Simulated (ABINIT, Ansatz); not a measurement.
# K2TaNbO6 (Fm-3m): one start, several treatments of the self-energy, part 2 of 2

Wanted: the gap of K2TaNbO6 (Fm-3m) under several approximations, with cost.

ABINIT 10.8.3; PBEsol and many-body steps on it, plane waves. Known limits of the many-body steps: not at the basis limit; no spin-orbit coupling; coarse k mesh.

So far. Step 5 (G0W0, Engel-Farid plasmon pole): Against G0W0 in ABINIT (2×2×2 mesh, 127 bands, screening to 114.3 eV, Godby-Needs plasmon pole), the gap moves by −0.020 eV. Step 6 (G0W0, Hybertsen-Louie plasmon pole): Against G0W0 in ABINIT (2×2×2 mesh, 127 bands, screening to 114.3 eV, Godby-Needs plasmon pole), the gap moves by +0.553 eV.

## (7) One-shot COHSEX

This step: one-shot COHSEX on PBEsol, plane waves, norm-conserving pseudopotentials.

The input, run.abi:

```
acell 3*1.0 Angstrom
rprim 
  -0.000000000000 4.044428000000 4.044428000000
  4.044428000000 -0.000000000000 4.044428000000
  4.044428000000 4.044428000000 -0.000000000000
ntypat 4
znucl 19 73 41 8
natom 10
typat 1 1 2 3 4 4 4 4 4 4
xred 
  0.250000000000 0.250000000000 0.250000000000
  0.750000000000 0.750000000000 0.750000000000
  0.500000000000 0.500000000000 0.500000000000
  -0.000000000000 0.000000000000 -0.000000000000
  0.749028000000 0.250972000000 0.250972000000
  0.250972000000 0.749028000000 0.749028000000
  0.250972000000 0.749028000000 0.250972000000
  0.749028000000 0.250972000000 0.749028000000
  0.250972000000 0.250972000000 0.749028000000
  0.749028000000 0.749028000000 0.250972000000
pp_dirpath "pseudos"
pseudos "K.upf, Ta.upf, Nb.upf, O.upf"
ecut 37
ngkpt 2 2 2
nshiftk 1
shiftk 0 0 0
kptopt 1
chksymbreak 0
istwfk *1
occopt 1
irdwfk 1
optdriver 4
nband 127
gwcalctyp 7
ecutsigx 37
symsigma 1
nkptgw 1
kptgw 
  0.0000000000 0.0000000000 0.0000000000
bdgw 
  38 43
ecuteps 4.2
irdscr 1
indata_prefix "in"
outdata_prefix "out"
tmpdata_prefix "tmp"
```

The run is started by

```
> OMP_NUM_THREADS=1 mpirun -n 4 abinit run.abi > log
```

Numbers of over 12 decimals in the logs are rounded to 6 here.

Log:

```text
.Version 10.8.3 of ABINIT. v10.8.2 released Aug 2026.

 Symmetries : space group Fm -3 m (#225); Bravais cF (face-center cubic)
[... echo of the input left out ...]
== DATASET  1 ==================================================================
-   mpi_nproc: 4, omp_nthreads: 1 (-1 if OMP is not activated)

--- !DatasetInfo
iteration_state: {dtset: 1, }
dimensions: {natom: 10, nkpt: 3, mband: 127, nsppol: 1, nspinor: 1, nspden: 1, mpw: 9608, }
cutoff_energies: {ecut:  37.0, pawecutdg:  -1.0, }
[...]
41   6.917 -15.369  -9.559  -5.746   1.000   0.000 -15.305   0.063   6.980
       42   6.917 -15.369  -9.559  -5.746   1.000   0.000 -15.305   0.063   6.980
       43   6.917 -15.369  -9.559  -5.746   1.000   0.000 -15.305   0.063   6.980

== END DATASET(S) ==============================================================
================================================================================

 -outvars: echo values of variables after computation  --------
           etotal      0.0000000000E+00
            nband         127
             nkpt           3
          spgroup         225
 [... the other variables as echoed above ...]

 Calculation completed.
```

The job ended after 5.5 s (4 MPI ranks of Intel Xeon Platinum 8488C (Sapphire Rapids), shared host; peak memory 0.35 GiB; 21 s of CPU time).

This step gave:

```
quasiparticle gap on the points computed              : 3.253 eV
starting gap on the mesh                              : 1.698 eV
k of the valence top                                  : 0, 0, 0
k of the conduction bottom                            : 0, 0, 0
least direct quasiparticle gap on the computed points : 3.253 eV
```

Against G0W0 in ABINIT (2×2×2 mesh, 127 bands, screening to 114.3 eV, Godby-Needs plasmon pole), the gap moves by +0.221 eV.

## (8) One-shot Hartree-Fock

This step: one-shot Hartree-Fock on PBEsol, plane waves, norm-conserving pseudopotentials.

run.abi, as its differences from that of step 7:

```diff
@@ -32,4 +32,4 @@
 optdriver 4
-nband 127
-gwcalctyp 7
+nband 44
+gwcalctyp 5
 ecutsigx 37
@@ -41,4 +41,4 @@
   38 43
-ecuteps 4.2
-irdscr 1
+ixc_sigma 40
+fftgw 31
 indata_prefix "in"
```

Log:

```text
.Version 10.8.3 of ABINIT. v10.8.2 released Aug 2026.

 Symmetries : space group Fm -3 m (#225); Bravais cF (face-center cubic)
[... echo of the input left out ...]
== DATASET  1 ==================================================================
-   mpi_nproc: 4, omp_nthreads: 1 (-1 if OMP is not activated)

--- !DatasetInfo
iteration_state: {dtset: 1, }
dimensions: {natom: 10, nkpt: 3, mband: 44, nsppol: 1, nspinor: 1, nspden: 1, mpw: 9608, }
cutoff_energies: {ecut:  37.0, pawecutdg:  -1.0, }
[...]
41   6.917 -15.369  -9.559   0.000   1.000   0.000  -9.559   5.810  12.726
       42   6.917 -15.369  -9.559   0.000   1.000   0.000  -9.559   5.810  12.726
       43   6.917 -15.369  -9.559   0.000   1.000   0.000  -9.559   5.810  12.726

== END DATASET(S) ==============================================================
================================================================================

 -outvars: echo values of variables after computation  --------
           etotal      0.0000000000E+00
            nband          44
             nkpt           3
          spgroup         225
 [... the other variables as echoed above ...]

 Calculation completed.
```

Wall time 4.9 s (4 MPI ranks); peak memory 0.33 GiB.

Numbers from this step:

| Item | Value |
| --- | --- |
| quasiparticle gap on the points computed | 12.24 eV |
| starting gap on the mesh | 1.698 eV |
| k of the valence top | 0, 0, 0 |
| k of the conduction bottom | 0, 0, 0 |
| least direct quasiparticle gap on the computed points | 12.24 eV |

Against G0W0 in ABINIT (2×2×2 mesh, 127 bands, screening to 114.3 eV, Godby-Needs plasmon pole), the gap moves by +9.204 eV.

## (9) Screening, 2×2×2 mesh, 127 bands, screening to 114.3 eV

This step: RPA screening on PBEsol, plane waves, norm-conserving pseudopotentials.

run.abi, as its differences from that of step 8:

```diff
@@ -31,14 +31,14 @@
 irdwfk 1
-optdriver 4
-nband 44
-gwcalctyp 5
-ecutsigx 37
-symsigma 1
-nkptgw 1
-kptgw 
-  0.0000000000 0.0000000000 0.0000000000
-bdgw 
-  38 43
-ixc_sigma 40
-fftgw 31
+optdriver 3
+nband 127
+ecuteps 4.2
+inclvkb 2
+awtr 1
+symchi 1
+gwcalctyp 2
+nfreqre 16
+freqremax 40 eV
+nfreqim 8
+spmeth 1
+nomegasf 120
 indata_prefix "in"
```

Log:

```text
.Version 10.8.3 of ABINIT. v10.8.2 released Aug 2026.

 Symmetries : space group Fm -3 m (#225); Bravais cF (face-center cubic)
[... echo of the input left out ...]
== DATASET  1 ==================================================================
-   mpi_nproc: 4, omp_nthreads: 1 (-1 if OMP is not activated)

--- !DatasetInfo
iteration_state: {dtset: 1, }
dimensions: {natom: 10, nkpt: 3, mband: 127, nsppol: 1, nspinor: 1, nspden: 1, mpw: 9608, }
cutoff_energies: {ecut:  37.0, pawecutdg:  -1.0, }
electrons: {nelect:   8.00000000E+01, charge:   0.00000000E+00, occopt:   1.00000000E+00, tsmear:   1.00000000E-02, }

 SCREENING: Calculation of the susceptibility and dielectric matrices

 Based on a program developped by R.W. Godby, V. Olevano, G. Onida, and L. Reining.
 Incorporated in ABINIT by V. Olevano, G.-M. Rignanese, and M. Torrent.
.Using double precision arithmetic ; gwpc =  8

[... cell and pseudopotentials left out ...]
--------------------------------------------------------------------------------

 ==== K-mesh for the wavefunctions ====
 Number of points in the irreducible wedge :     3
[... list of points left out ...]
 Together with 48 symmetry operations and time-reversal symmetry
 yields     8 points in the full Brillouin Zone.

 ==== Q-mesh for the screening function ====
 Number of points in the irreducible wedge :     3
[... list of points left out ...]
 Together with 48 symmetry operations and time-reversal symmetry
 yields     8 points in the full Brillouin Zone.

 setmesh: FFT mesh size selected  =    40x   40x   40
          total number of points  =        64000

 vcoul_init : cutoff-mode = AUXILIARY_FUNCTION
 q-points for optical limit:   1
     1)      0.000010    0.000020    0.000030

- screening: taking advantage of time-reversal symmetry
- Maximum band index for partially occupied states nbvw = 40
- Remaining bands to be divided among processors   nbcw = 87
- Number of bands treated by each node ~21

 Number of electrons calculated from density =   80.0000; Expected =   80.0000
 average of density, n =  0.089597
 r_s =    1.3864
 omega_plasma =   28.8736 [eV]

 calculating chi0 at frequencies [eV] :
  1    0.000000E+00    0.000000E+00
  2    2.666667E+00    0.000000E+00
  3    5.333333E+00    0.000000E+00
[...]
23    0.000000E+00    7.353615E+01
 24    0.000000E+00    1.035397E+02

--------------------------------------------------------------------------------
  q-point number  1        q = ( 0.000000, 0.000000, 0.000000) [r.l.u.]
--------------------------------------------------------------------------------
[... chi0 elements left out ...]
  [... further frequencies ...]

 No. of calculated frequencies >  15, stop printing
 For q-point:  0.000010 0.000020 0.000030
  dielectric constant =   8.5890
  dielectric constant without local fields =   9.1005

  Average fulfillment of the sum rule on Im[epsilon] for q-point    1 :     46.90  [%]
[... wings left out ...]
  q-point number  2        q = ( 0.500000, 0.000000, 0.000000) [r.l.u.]
--------------------------------------------------------------------------------
[... chi0 elements left out ...]
  [... further frequencies ...]

 No. of calculated frequencies >  15, stop printing
  Average fulfillment of the sum rule on Im[epsilon] for q-point    2 :     54.49  [%]

 [... 1 further q-points ...]
```

The job ended after 57 s (4 MPI ranks; peak memory 2.8 GiB).

Numbers from this step:

* ε∞ with local fields, on this mesh, along the program's q direction: 8.589
* the same without local fields: 9.101
* plasma frequency: 28.87 eV
* plane waves in the screening matrix: 339

## (10) G0W0, contour deformation

This step: G0W0 on PBEsol, plane waves, norm-conserving pseudopotentials.

run.abi, as its differences from that of step 9:

```diff
@@ -31,14 +31,14 @@
 irdwfk 1
-optdriver 3
+optdriver 4
 nband 127
+gwcalctyp 2
+ecutsigx 37
+symsigma 1
+nkptgw 1
+kptgw 
+  0.0000000000 0.0000000000 0.0000000000
+bdgw 
+  38 43
 ecuteps 4.2
-inclvkb 2
-awtr 1
-symchi 1
-gwcalctyp 2
-nfreqre 16
-freqremax 40 eV
-nfreqim 8
-spmeth 1
-nomegasf 120
+irdscr 1
 indata_prefix "in"
```

Log:

```text
.Version 10.8.3 of ABINIT. v10.8.2 released Aug 2026.

 Symmetries : space group Fm -3 m (#225); Bravais cF (face-center cubic)
[... echo of the input left out ...]
== DATASET  1 ==================================================================
-   mpi_nproc: 4, omp_nthreads: 1 (-1 if OMP is not activated)

--- !DatasetInfo
iteration_state: {dtset: 1, }
dimensions: {natom: 10, nkpt: 3, mband: 127, nsppol: 1, nspinor: 1, nspden: 1, mpw: 9608, }
cutoff_energies: {ecut:  37.0, pawecutdg:  -1.0, }
[...]
39   5.219 -19.860 -24.589   5.190   0.709  -0.410 -19.533   0.327   5.546
[...]
43   6.917 -15.369  -9.559  -3.667   0.766  -0.305 -13.727   1.641   8.558
       43   0.000   0.000   0.000  -0.000   0.000   0.000  -0.000  -0.000  -0.000

== END DATASET(S) ==============================================================
================================================================================

 -outvars: echo values of variables after computation  --------
           etotal      0.0000000000E+00
            nband         127
             nkpt           3
          spgroup         225
 [... the other variables as echoed above ...]

 Calculation completed.
```

Elapsed: 7.3 s, on 4 MPI ranks; peak memory 1.4 GiB.

This step gave:

| Quantity | Value |
| --- | --- |
| G0W0 gap on the points computed | 3.012 eV |
| starting gap on the mesh | 1.698 eV |
| k of the valence top | 0, 0, 0 |
| k of the conduction bottom | 0, 0, 0 |
| least direct G0W0 gap on the computed points | 3.012 eV |

Against G0W0 in ABINIT (2×2×2 mesh, 127 bands, screening to 114.3 eV, Godby-Needs plasmon pole), the gap moves by −0.020 eV.

## (11) The runs together

Times are wall times on 4 MPI ranks of Intel Xeon Platinum 8488C (Sapphire Rapids), shared host, good to a factor of about two. A run's time includes the screening step that it read.

| run | mesh | bands | screening cutoff (eV) | DFT gap (eV) | gap on the mesh (eV) | direct (eV) | ε∞ used | time |
| --- | --- | --- | --- | --- | --- | --- | --- | --- |
| G0W0, Godby-Needs plasmon pole | 2×2×2 | 127 | 114.3 | 1.698 | 3.032 | 3.032 | 8.43 | 57 s |
| G0W0, Engel-Farid plasmon pole | 2×2×2 | 127 | 114.3 | 1.698 | 3.012 | 3.012 | 8.43 | 56 s |
| G0W0, Hybertsen-Louie plasmon pole | 2×2×2 | 127 | 114.3 | 1.698 | 3.585 | 3.585 | 8.43 | 57 s |
| one-shot COHSEX | 2×2×2 | 127 | 114.3 | 1.698 | 3.253 | 3.253 | 8.43 | 54 s |
| one-shot Hartree-Fock | 2×2×2 | - | - | 1.698 | 12.236 | 12.236 | - | 4.9 s |
| G0W0, contour deformation | 2×2×2 | 127 | 114.3 | 1.698 | 3.012 | 3.012 | 8.59 | 64 s |

## (12) Results

```yaml
g0w0_godby_needs_plasmon_pole: 3.032 eV
g0w0_engel_farid_plasmon_pole: 3.012 eV
g0w0_hybertsen_louie_plasmon_pole: 3.585 eV
one_shot_cohsex: 3.253 eV
one_shot_hartree_fock: 12.236 eV
g0w0_contour_deformation: 3.012 eV
known_limits: not at the basis limit; no spin-orbit coupling; coarse k mesh
```

G0W0, Engel-Farid plasmon pole: −0.020 eV against G0W0, Godby-Needs plasmon pole. G0W0, Hybertsen-Louie plasmon pole: +0.553 eV against G0W0, Godby-Needs plasmon pole. One-shot COHSEX: +0.221 eV against G0W0, Godby-Needs plasmon pole. One-shot Hartree-Fock: +9.204 eV against G0W0, Godby-Needs plasmon pole. G0W0, contour deformation: −0.020 eV against G0W0, Godby-Needs plasmon pole. Bare exchange alone opens the gap to 12.24 eV; against G0W0, correlation takes back 9.20 eV. Bands and cutoff are finite, so the gap is not at the basis limit. The miss can reach some tenths of an eV and take either sign; the mesh is an error of its own. In the G0W0 runs levels were corrected at 1 k point alone, so a gap called «on the mesh» is the least over those, and an edge elsewhere would be missed. The 2×2×2 mesh is coarse for this cell, which bears on the long-range parts of exchange and screening. The many-body steps are scalar-relativistic: spin-orbit coupling is not in them.

[Paths, hosts, dates, memory and timing lines, banners, echoed tables and standing remarks are left out of the program output.]

[Logs are printed without paths, hosts, clocks, repeated set-up lines and the standing remarks that a program may print on its own settings, such as how far it seeks lower states.]

[Runs of the session that timed out or met a known fault of the program may be left out.]

[Hosts, paths, dates, database ids (printed as entryN), source tags and the programs' standing remarks are cut or masked in the printed files.]

[G0W0 gaps are taken among the corrected bands and points alone; a level outside them can change the order at an edge.]

[Where Ansatz stands beside ABINIT at settings called matched, ABINIT's density can come from a denser mesh and the files from another edition; pairs whose starting gaps differed by over 0.03 eV were left out, so agreement reads better than it is.]
